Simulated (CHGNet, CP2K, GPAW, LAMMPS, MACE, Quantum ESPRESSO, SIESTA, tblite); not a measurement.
# GPAW on glassy 45P2O5-55ZnO (mol %) (85 atoms): settings against a plane-wave reference

Aim: run glassy 45P2O5-55ZnO (mol %) (85 atoms) in GPAW and see how near its forces come to a plane-wave reference, and at what cost.

Method: the method is named at each step, in GPAW 26.7.0.

### 1. The structure

The cell holds 85 atoms: 18 P, 11 Zn and 56 O. Cell: a = 10.498 Å, b = 10.498 Å, c = 10.498 Å, α = 90.0°, β = 90.0°, γ = 90.0°. 85 atoms (18 P, 11 Zn, 56 O) placed at random at 3.06 g/cm³, melted at 4000 K for 10 ps at fixed volume with the Morse and Coulomb pair potential with partial charges (Pedone, Malavasi, Menziani, Cormack and Segre, J. Phys. Chem. B 110, 11780 (2006)). Quenched from 4000 K to 300 K at 500 K/ps and fixed volume, held 10 ps at zero pressure, then minimised at fixed cell.

The yardstick, on the same geometry:

| Item | Value |
| --- | --- |
| method | Kohn-Sham DFT, PBE, SSSP efficiency 1.3.0 pseudopotentials, plane waves (Quantum ESPRESSO 7.5); sssp-pbe-1.3.0-efficiency, cutoffs 60/480 Ry, Γ point |
| r.m.s. force component | 1.139 eV/Å |
| longest force | 4.854 eV/Å |
| pressure | 2.275 GPa |
| gap (highest filled to lowest empty level) | 1.682 eV |
| time | 4.1 min on 4 MPI ranks of Arm Neoverse V1, shared host |
| CPU time | 16 min |

### 2. PBE, LCAO dzp, h 0.18 Å

Method: Kohn-Sham DFT, PBE, PAW, atomic orbitals (dzp).

Input file run.py:

```python
import numpy as np
from ase.io import read
from gpaw import GPAW, FermiDirac

atoms = read("structure.xyz")
atoms.calc = GPAW(
    mode="lcao",
    basis="dzp",
    h=0.18,
    xc="PBE",
    kpts={"size": (1, 1, 1), "gamma": True},
    occupations=FermiDirac(0.05),
    maxiter=200,
    symmetry={"point_group": False},
    txt="gpaw.txt",
)
energy = atoms.get_potential_energy(force_consistent=True)
forces = atoms.get_forces()
print(f"energy {energy:.6f} eV")
print("forces (eV/A)")
for i, (a, f) in enumerate(zip(atoms, forces)):
    print(f"{i:4d} {a.symbol:2s} {f[0]:10.5f} {f[1]:10.5f} {f[2]:10.5f}")
print(f"Fermi level {atoms.calc.get_fermi_level():.4f} eV")
for k in range(len(atoms.calc.get_ibz_k_points())):
    for s in range(atoms.calc.get_number_of_spins()):
        e = atoms.calc.get_eigenvalues(kpt=k, spin=s)
        n = np.searchsorted(e, atoms.calc.get_fermi_level())
        print(f"k {k} spin {s} levels about the Fermi level:", np.round(e[max(n - 6, 0):n], 4).tolist(), "|", np.round(e[n:n + 6], 4).tolist())
```

Input file structure.xyz:

```xyz
85
Lattice="10.49771 0.00000 0.00000 0.00000 10.49771 0.00000 0.00000 0.00000 10.49771" Properties=species:S:1:pos:R:3 pbc="T T T"
P 3.00675 4.87965 10.33919
P 9.98542 2.05902 7.37328
P 7.18085 7.11293 1.94029
P 5.47057 6.61650 9.83803
P 8.74858 8.76884 8.70166
P 0.96075 1.70640 2.66316
P 5.37630 8.75026 7.57956
P 6.72683 4.12780 2.40020
P 4.49648 1.72519 5.50038
P 4.70612 10.29437 1.42748
P 1.26088 8.10045 9.16755
P 3.87219 4.69374 4.94379
P 1.75480 4.67757 2.67545
P 9.33992 10.01670 5.89331
P 4.27981 2.07456 10.05166
P 9.02026 3.47159 0.39125
P 9.35031 5.58898 5.38543
P 2.29050 9.58598 3.26615
Zn 0.16849 7.37212 1.73296
Zn 1.44721 7.74290 5.84701
Zn 6.55928 6.89437 4.95418
Zn 7.93795 5.38847 8.39806
Zn 1.39735 5.00090 7.29864
Zn 1.41530 0.81662 9.88443
Zn 6.72168 1.42769 8.04093
Zn 8.76979 2.57026 4.25693
Zn 2.74169 0.20638 7.66270
Zn 7.78888 0.42810 0.66597
Zn 6.53598 9.97314 3.85707
O 8.85734 1.97493 0.24974
O 6.97205 5.66813 2.50528
O 10.25910 3.80689 1.17606
O 8.60802 7.36225 1.55041
O 3.62780 9.83069 2.44775
O 5.50059 1.90880 6.60925
O 1.51199 3.14385 2.95311
O 6.14022 0.06698 1.87006
O 4.21378 3.16653 4.92668
O 5.96553 8.10728 6.33946
O 8.53978 6.65618 4.64986
O 5.31992 3.93003 1.96433
O 0.22549 3.30699 6.99662
O 1.27873 1.36995 1.22498
O 6.18011 5.42291 9.26055
O 7.76232 3.81812 1.27957
O 6.58238 8.06529 2.94986
O 4.71662 9.27798 0.33950
O 3.75451 3.50959 10.22351
O 8.44079 5.26870 6.56422
O 2.41983 4.81656 1.27022
O 3.15992 1.26676 6.04899
O 5.70960 1.97693 9.63333
O 8.96641 4.32768 9.65926
O 8.01763 7.46398 8.61201
O 2.90031 4.91881 3.73634
O 9.85347 0.98217 6.18032
[... 25 atom lines left out ...]
O 7.10737 3.26174 3.56145
O 4.07878 6.01183 10.24566
O 10.23201 8.38337 8.96651
O 10.04242 1.59901 3.14753
```

Launch:

```bash
$ OMP_NUM_THREADS=1 python run.py > output.txt
```

The log of the run:

```text
energy -491.425312 eV
forces (eV/A)
   0 P    -0.92539   -0.58839   -2.11299
   1 P    -0.31095    0.52330    1.85044
   2 P     1.40593   -0.97802   -0.16672
   3 P     2.84754   -1.36574   -1.38026
   4 P    -0.78070   -1.43402    0.12626
   5 P    -1.55763   -1.78338   -2.93164
   6 P     0.96337    3.70499   -1.62174
   7 P    -1.43556   -2.29228   -1.92411
   8 P     0.98113   -1.57871    2.38505
   9 P    -0.24924   -2.60920   -4.25232
  10 P    -0.77542    0.02945    0.31413
  11 P     1.47330   -0.44425    2.07893
  12 P    -0.94019    0.13062    1.06841
  13 P     1.00151   -1.10891    0.85146
  14 P     1.69847   -2.30805   -0.92015
  15 P     1.89515    1.42669    1.36594
  16 P    -2.90814   -1.10614    0.24129
  17 P    -1.92006   -0.89872   -0.95637
  18 Zn    0.14033    0.15173   -0.59640
  19 Zn   -0.79161    0.49225    0.07662
  20 Zn    0.76931   -0.63860    0.58967
  21 Zn    0.78074    0.03360   -0.27416
  22 Zn   -0.46262   -0.42918   -0.61460
  23 Zn   -0.96680    0.53607    0.92661
[...]
77 O     1.12764   -1.83973   -1.40052
  78 O     0.04817   -1.50763    2.22509
  79 O     1.84502   -1.93403    1.91350
  80 O     1.04039   -1.61963   -2.78387
  81 O     0.70005   -1.46986    2.89678
  82 O    -1.68156    1.30198    1.53908
  83 O    -0.31421   -0.05138    0.26069
  84 O    -1.72328   -0.36345    0.92556
Fermi level 3.5872 eV
k 0 spin 0 levels about the Fermi level: [2.2245, 2.2698, 2.3112, 2.5796, 2.6389, 2.8743] | [4.2994, 5.1685, 5.5727, 5.6246, 5.8212, 6.0151]
```

gpaw.txt:

```text
Input parameters:
  mode=LCAO(),
  basis={'default': 'dzp'},
  h=0.18,
  kpts=MonkhorstPack(size=(1, 1, 1), gamma=True),
  maxiter=200,
  occupations=Occupations(name='fermi-dirac', width=0.05, fixmagmom=False),
  symmetry=Symmetry(point_group=False),
  xc=XC(name='PBE')
Unit cell  # Å
| periodic |         x |         y |         z |   lengths |    angles |
|----------|-----------|-----------|-----------|-----------|-----------|
|      yes | 10.497710 |  0.000000 |  0.000000 | 10.497710 | 90.000000 |
|      yes |  0.000000 | 10.497710 |  0.000000 | 10.497710 | 90.000000 |
|      yes |  0.000000 |  0.000000 | 10.497710 | 10.497710 | 90.000000 |
Number of symmetries: 1
Symmetry operations  # r_c * U_cc + t_c -> r_c
|   | kind |            matrix            |
|---|------|------------------------------|
| 0 |  E   |  1, 0, 0,  0, 1, 0,  0, 0, 1 |
BZ-sampling:
  Number of BZ points: 1
  Number of IBZ points: 1
  Monkhorst-Pack size: [1, 1, 1]
  Monkhorst-Pack shift: [0, 0, 0]
[... lines left out ...]
eigensolver:
density mixing:
  MSR1-Mixer
occupation numbers:
  Fermi-Dirac:
    width: 0.0500  # eV
FastPoissonSolver using
    Stencil: 6*3+1=19 point O(h^6) finite-difference Laplacian
xc functional:
  name: PBE with 2 nearest neighbor stencil
interpolation: tri-quintic # 5. degree polynomial
Initialization done in: 10.976 s
convergence criteria:
- Maximum [total energy] change in last 3 cyles: 0.0005 eV / valence electron
- Maximum integral of absolute [dens]ity change: 0.0001 electrons / valence electron
- Maximum integral of absolute [eigenst]ate change: 4e-08 eV^2 / valence electron
maximum number of iterations: 200
SCF iterations
|iter     |      energy | eigst |  dens |
|---------|-------------|-------|-------|
|iter:   1| -550.102169 |      c|       |
|iter:   2| -535.830027 |      c| -0.89 |
|iter:   3| -491.575017 |      c| -0.94 |
|iter:   4| -491.423031 |      c| -1.55 |
|iter:   5| -491.474041c|      c| -1.88 |
|iter:   6| -491.426161c|      c| -2.42 |
|iter:   7| -491.425610c|      c| -2.96 |
|iter:   8| -491.425321c|      c| -3.37 |
|iter:   9| -491.425315c|      c| -3.99 |
|iter:  10| -491.425311c|      c| -4.41c|
Converged in 10 steps
SCF loop duration: 108.090 s (10.809 s/step)
Energy contributions relative to reference atoms: (reference = -819214.767902)
Energy contributions:
  Kinetic:         594.701035
  Coulomb:        -443.870853
  Zero:              5.348705
  External:          0.000000
  Xc:             -647.604197
  Entropy:          -0.000002
  Spinorbit:         0.000000
  ----------------------------
  Free energy:    -491.425312
  Extrapolated:   -491.425311
dipole moment: (-44.179584, 2.266676, 60.476289)  # |e|*Ang
Fermi level: 3.587
Eigenvalues  # (at kpt = [0.000, 0.000, 0.000])
| band index |      eig [eV] | occ [0-2] |
|------------|---------------|-----------|
|          0 |       -22.253 |     2.000 |
|        ... |               |           |
|        271 |         1.978 |     2.000 |
|        272 |         2.121 |     2.000 |
[...]
|        286 |         6.387 |     0.000 |
|        ... |               |           |
|        338 |        11.424 |     0.000 |
Gap: 1.425 eV
Transition (v -> c):
  (s=0, k=0, n=278, [0.00, 0.00, 0.00]) -> (s=0, k=0, n=279, [0.00, 0.00, 0.00])
No difference between direct/indirect transitions
Force computation time: 27.151  # s
timing:  # [seconds]
  Total:  146.250  # ━━━━━━━━━━━━━━━━━━━━━━━━━━━━━━━━━━━━━━━━━━━━━━━━━━━━━━━━
  Init:    10.976  # ━━━━
  SCF:    108.090  # ━━━━━━━━━━━━━━━━━━━━━━━━━━━━━━━━━━━━━━━━━╸
  Forces:  27.151  # ━━━━━━━━━━╸
```

Wall time 2.5 min (1 thread of Arm Neoverse V1, shared host); peak memory 1.6 GiB.

Banners, paths, timers and routine set-up lines are dropped from the logs unmarked, and long logs keep their key lines alone; longer cuts are marked.

Against the reference:

| Item | Value |
| --- | --- |
| r.m.s. force component | 1.487 eV/Å |
| r.m.s. difference of force components | 518.1 meV/Å |
| longest difference of force vectors | 1374 meV/Å |
| force difference over r.m.s. force | 45.46 % |
| slope of forces against the reference's | 1.248 |
| correlation of force components | 0.9564 |
| gap (highest filled to lowest empty level) | 1.425 eV |
| gap difference | -0.2569 eV |

This run lies far from the reference in forces at the same functional. Basis and potentials both differ; the latter hold 558 valence electrons against the reference's 646.

Length of the force difference by element (eV/Å):

```csv
element,atoms,mean,most
O,56,1.0,1.4
P,18,0.22,0.47
Zn,11,0.10,0.17
```

Levels nearest the highest filled one (eV from it): -0.65, -0.60, -0.56, -0.29, -0.24, 0.00, 1.43, 2.29, 2.70, 2.75, 2.95, 3.14.

The surroundings of P10, which bears the longest force, nearest first, numbered as they follow in the input and with coordinates relative to it.

```csv
atom,x,y,z,distance (Å),bonds,Fx,Fy,Fz (eV/Å)
P10,0.00,0.00,0.00,0.00,4,-0.25,-2.61,-4.25
O47,0.01,-1.02,-1.09,1.49,1,-0.22,-0.84,-0.71
O37,1.43,0.27,0.44,1.52,3,3.52,1.00,2.48
O34,-1.08,-0.46,1.02,1.56,2,0.63,-0.08,1.61
O75,-0.48,1.36,-0.59,1.57,2,-2.07,2.61,2.33
P15,-0.43,2.28,-1.87,2.98,4,1.70,-2.31,-0.92
Zn29,1.83,-0.32,2.43,3.06,4,-0.49,0.72,0.65
P18,-2.42,-0.71,1.84,3.12,4,-1.92,-0.90,-0.96
O81,0.36,0.96,3.05,3.22,2,1.04,-1.62,-2.78
Zn28,3.08,0.63,-0.76,3.24,3,-0.11,0.83,-0.88
O46,1.88,-2.23,1.52,3.29,3,-1.34,1.41,2.06
O52,1.00,2.18,-2.29,3.32,2,1.93,0.75,-0.36
```

Atoms are counted from 1 here, from 0 in the log.

Forces lie 45 % from the reference's, at 0.15 times its CPU time (on 1 against 4 cores).

The difference per atom is largest on O (1.0 eV/Å on average, against 0.22 on P).

### 3. PBE, LCAO dzp, h 0.22 Å

Method: Kohn-Sham DFT, PBE, PAW, atomic orbitals (dzp).

Changes to run.py since step 2:

```diff
@@ -8,3 +8,3 @@
     basis="dzp",
-    h=0.18,
+    h=0.22,
     xc="PBE",
```

structure.xyz is that of step 2.

The log of the run:

```text
energy -477.326102 eV
forces (eV/A)
   0 P    -0.91716   -0.58028   -2.10024
   1 P    -0.30479    0.53112    1.86922
   2 P     1.41486   -0.98677   -0.15325
   3 P     2.85748   -1.35209   -1.38670
   4 P    -0.77465   -1.42919    0.11448
   5 P    -1.58179   -1.78203   -2.94906
[...]
82 O    -1.86930    1.31500    1.26383
  83 O    -0.40882    0.09784    0.23482
  84 O    -1.78689   -0.10245    1.10982
Fermi level 3.5900 eV
k 0 spin 0 levels about the Fermi level: [2.2327, 2.2751, 2.3186, 2.5874, 2.6459, 2.88] | [4.2994, 5.1713, 5.575, 5.6268, 5.8239, 6.017]
```

gpaw.txt:

```text
Input parameters:
  mode=LCAO(),
  basis={'default': 'dzp'},
  h=0.22,
  kpts=MonkhorstPack(size=(1, 1, 1), gamma=True),
  maxiter=200,
  occupations=Occupations(name='fermi-dirac', width=0.05, fixmagmom=False),
[... lines left out ...]
  Fermi-Dirac:
[... lines left out ...]
convergence criteria:
- Maximum [total energy] change in last 3 cyles: 0.0005 eV / valence electron
[... lines left out ...]
Converged in 10 steps
[... lines left out ...]
  Free energy:    -477.326102
[... lines left out ...]
Fermi level: 3.590
[... lines left out ...]
|        ... |               |           |
|        338 |        11.430 |     0.000 |
Gap: 1.419 eV
Transition (v -> c):
  (s=0, k=0, n=278, [0.00, 0.00, 0.00]) -> (s=0, k=0, n=279, [0.00, 0.00, 0.00])
No difference between direct/indirect transitions
Force computation time: 16.557  # s
timing:  # [seconds]
  Total:  92.233  # ━━━━━━━━━━━━━━━━━━━━━━━━━━━━━━━━━━━━━━━━━━━━━━━━━━━━━━━━━
  Init:    8.667  # ━━━━━╸
  SCF:    66.975  # ━━━━━━━━━━━━━━━━━━━━━━━━━━━━━━━━━━━━━━━━━╸
  Forces: 16.557  # ━━━━━━━━━━
```

The job ended after 94 s (1 thread; peak memory 0.89 GiB).

Numbers from this run, and their distance from the reference:

- r.m.s. force component: 1.493 eV/Å
- r.m.s. difference of force components: 542.4 meV/Å
- longest difference of force vectors: 1602 meV/Å
- force difference over r.m.s. force: 47.6 %
- slope of forces against the reference's: 1.245
- correlation of force components: 0.9502
- gap (highest filled to lowest empty level): 1.419 eV
- gap difference: -0.2626 eV
- energy less the same-level run's: 165.9 meV/atom
- r.m.s. force difference from the same-level run: 130.7 meV/Å

This is a coarse setting, run to see what it loses.

Against the first run (45 %), the force difference from the reference is 48 %, at 0.63 times the CPU time: the change moves forces by 131 meV/Å r.m.s., so most of the difference comes from elsewhere.

The difference per atom is largest on O (1.1 eV/Å on average, against 0.22 on P). The forces add up to 1.5 eV/Å instead of zero, usually a sign of too coarse a grid.

### 4. PBE, LCAO sz(dzp), h 0.18 Å

Method: Kohn-Sham DFT, PBE, PAW, atomic orbitals (sz(dzp)).

Changes to run.py since step 3:

```diff
@@ -7,4 +7,4 @@
     mode="lcao",
-    basis="dzp",
-    h=0.22,
+    basis="sz(dzp)",
+    h=0.18,
     xc="PBE",
```

structure.xyz is that of step 3.

The log of the run:

```text
energy -283.458176 eV
forces (eV/A)
   0 P    -0.15798    0.66031    0.05175
   1 P    -0.30817    1.01466    0.99724
   2 P     0.69381   -1.17942   -0.60559
   3 P     1.56016    1.78961    0.17033
   4 P    -0.67533   -0.03923   -1.03517
   5 P    -0.57083   -0.28989   -1.25115
   6 P     0.96165    1.52535   -0.31813
   7 P    -0.70806   -1.20822   -1.48143
   8 P     0.88305   -0.41551    0.58496
   9 P    -1.56866   -1.50581   -1.15413
  10 P    -1.05085   -0.66716    0.42123
  11 P     1.27974   -1.09862    0.42200
  12 P    -1.04286   -2.05798    0.57689
  13 P     0.07959   -0.71727    0.86949
  14 P     1.14610   -0.24605    0.88562
  15 P     0.35567    1.49697    1.13990
  16 P    -1.71949   -1.06707   -0.28067
  17 P    -0.09117    0.81117   -0.32402
  18 Zn    0.08097    0.20445   -0.54290
  19 Zn   -0.75193    0.70771   -0.08473
  20 Zn    0.54251   -0.61071    0.49073
  21 Zn    0.87217   -0.18743   -0.30425
  22 Zn   -0.28693   -0.46089   -0.54328
  23 Zn   -1.30235    0.67082    1.19585
[...]
77 O     1.58765   -7.09367   -4.53709
  78 O     0.24063   -4.96594    8.00092
  79 O     5.37935   -4.98976    5.92664
  80 O     3.51028   -5.70987   -6.71110
  81 O     3.05998   -5.41988    7.83396
  82 O    -1.92308    2.24084    2.08386
  83 O    -0.19823   -0.00958    0.28460
  84 O    -7.94127   -0.58930    3.10490
Fermi level 4.3175 eV
k 0 spin 0 levels about the Fermi level: [3.3009, 3.4318, 3.5128, 3.7552, 3.7822, 4.019] | [4.6153, 5.8152, 6.0816, 6.5421, 6.7021, 6.8064]
```

gpaw.txt:

```text
Input parameters:
  mode=LCAO(),
  basis={'default': 'sz(dzp)'},
  h=0.18,
  kpts=MonkhorstPack(size=(1, 1, 1), gamma=True),
  maxiter=200,
  occupations=Occupations(name='fermi-dirac', width=0.05, fixmagmom=False),
  symmetry=Symmetry(point_group=False),
  xc=XC(name='PBE')
Unit cell  # Å
| periodic |         x |         y |         z |   lengths |    angles |
[... lines left out ...]
  Fermi-Dirac:
[... lines left out ...]
convergence criteria:
- Maximum [total energy] change in last 3 cyles: 0.0005 eV / valence electron
[... lines left out ...]
Converged in 10 steps
[... lines left out ...]
  Free energy:    -283.458176
  Extrapolated:   -283.456368
dipole moment: (-42.183083, 4.706208, 62.826854)  # |e|*Ang
Fermi level: 4.317
Eigenvalues  # (at kpt = [0.000, 0.000, 0.000])
| band index |      eig [eV] | occ [0-2] |
|------------|---------------|-----------|
|          0 |       -22.764 |     2.000 |
|        ... |               |           |
|        271 |         3.179 |     2.000 |
|        272 |         3.270 |     2.000 |
[...]
|        286 |         7.252 |     0.000 |
|        ... |               |           |
|        338 |        13.008 |     0.000 |
Gap: 0.596 eV
Transition (v -> c):
  (s=0, k=0, n=278, [0.00, 0.00, 0.00]) -> (s=0, k=0, n=279, [0.00, 0.00, 0.00])
No difference between direct/indirect transitions
Force computation time: 7.950  # s
timing:  # [seconds]
  Total:  56.082  # ━━━━━━━━━━━━━━━━━━━━━━━━━━━━━━━━━━━━━━━━━━━━━━━━━━━━━━━━━
  Init:    8.624  # ━━━━━━━━━
  SCF:    39.474  # ━━━━━━━━━━━━━━━━━━━━━━━━━━━━━━━━━━━━━━━━
  Forces:  7.950  # ━━━━━━━━
```

The job ended after 58 s (1 thread; peak memory 1.3 GiB).

Against the reference:

```yaml
r_m_s_force_component: 3.738 eV/Å
r_m_s_difference_of_force_components: 3177 meV/Å
longest_difference_of_force_vectors: 9070 meV/Å
force_difference_over_r_m_s_force: 278.8 %
slope_of_forces_against_the_reference_s: 1.996
correlation_of_force_components: 0.6085
spacing_of_highest_filled_and_lowest_empty_level: 0.5963 eV
gap_difference: -1.086 eV
```

This is a coarse setting, run to see what it loses.

Against the first run (45 %), the force difference from the reference is 279 %, at 0.39 times the CPU time, with 395 basis functions against 1193: the smaller basis costs accuracy.

The difference per atom is largest on O (6.0 eV/Å on average, against 2.0 on P).

[end of part 1 of 2]

[Also dropped from logs without a mark: logging warnings of Python, and SIESTA's first energy breakdown and zero terms.]

[Logs are printed without paths, hosts, clocks, repeated set-up lines and the standing remarks that a program may print on its own settings, such as how far it seeks lower states.]

[Hosts, paths, dates, database ids (printed as entryN), source tags and the programs' standing remarks are cut or masked in the printed files.]
